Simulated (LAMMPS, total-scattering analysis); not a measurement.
## diamond-type solid solution (Si0.45,Ge0.55) on heating

The crystal is built from its structure type, relaxed with the potential and heated at zero pressure by classical molecular dynamics (LAMMPS) with the Tersoff potential (Tersoff, Phys. Rev. B 39, 5566 (1989)); 512 atoms (Ge 55.1, Si 44.9 atom %). Uiso is the variance of an atom's position about its mean, per direction. The dynamics are classical, so there is no zero-point motion. Distances and their variances come from the pair functions; G(r) = 4πrρ₀[g(r) − 1], where it appears, has X-ray or neutron weights and the resolution of a Lorch transform up to 30 Å⁻¹. All values are simulated. Tersoff's Si and Ge melt far above the real elements.

| T (K) | state | cell edges (Å) | Uiso Ge (Å²) | Uiso Si (Å²) | Ge–Ge mean (Å) | its variance (Å²) | density (g/cm³) |
| --- | --- | --- | --- | --- | --- | --- | --- |
| 200 | crystalline | 5.561 | 0.0028 | 0.0029 | 2.441 | 0.0019 | 4.064 |
| 300 | crystalline | 5.565 | 0.0043 | 0.0043 | 2.444 | 0.0028 | 4.056 |
| 1620 | crystalline | 5.616 | 0.0258 | 0.0259 | 2.483 | 0.0157 | 3.946 |
| 2300 | crystalline | 5.626 | 0.0401 | 0.0403 | 2.500 | 0.0217 | 3.926 |
| 3260 | crystalline | 5.631 | 0.0679 | 0.0653 | 2.513 | 0.0276 | 3.916 |

In the harmonic range U = 3ħ²T/(M k θ²), a line through the origin. The rows at 200 and 300 K give, as effective values by element: Ge 1.41×10⁻⁵ Å²/K, θ = 377 K; Si 1.43×10⁻⁵ Å²/K, θ = 602 K. At 300 K the first Ge–Ge peak has variance 0.0028 Å², against 0.0085 Å² for independent atoms: neighbours move together (and where motion is anisotropic, less along the bond than Uiso suggests), which is what the δ₁ term models in PDF fits at high temperature. In a solid solution the peak also holds static size disorder, which Uiso about each atom's own mean leaves out. The mean volume expansion between 200 and 3260 K is 12×10⁻⁶ K⁻¹. At 3260 K, B = 8π²U = 5.36 Å² for Ge, which damps this element's own term in Bragg intensity at Q = 6 Å⁻¹ to 9 %, and √(3U) is 0.19 of its nearest peak distance (Ge–Si, 2.39 Å). It is still a crystal at the highest temperature; were that near melting it would prove little, since a surface-free periodic cell held so briefly superheats.

**Question.** At one more temperature the first peak has mean 2.460 Å and variance 0.0083 Å², and the X-ray G(r) has maxima 2.43 (4.4), 3.96 (5.6), 4.63 (3.4), 5.59 (-0.8), 6.09 (1.3). What temperature, and what Uiso?

The variance interpolates to about 870 K; the run was at 880 K, with Uiso Ge 0.0134, Si 0.0135 Å².
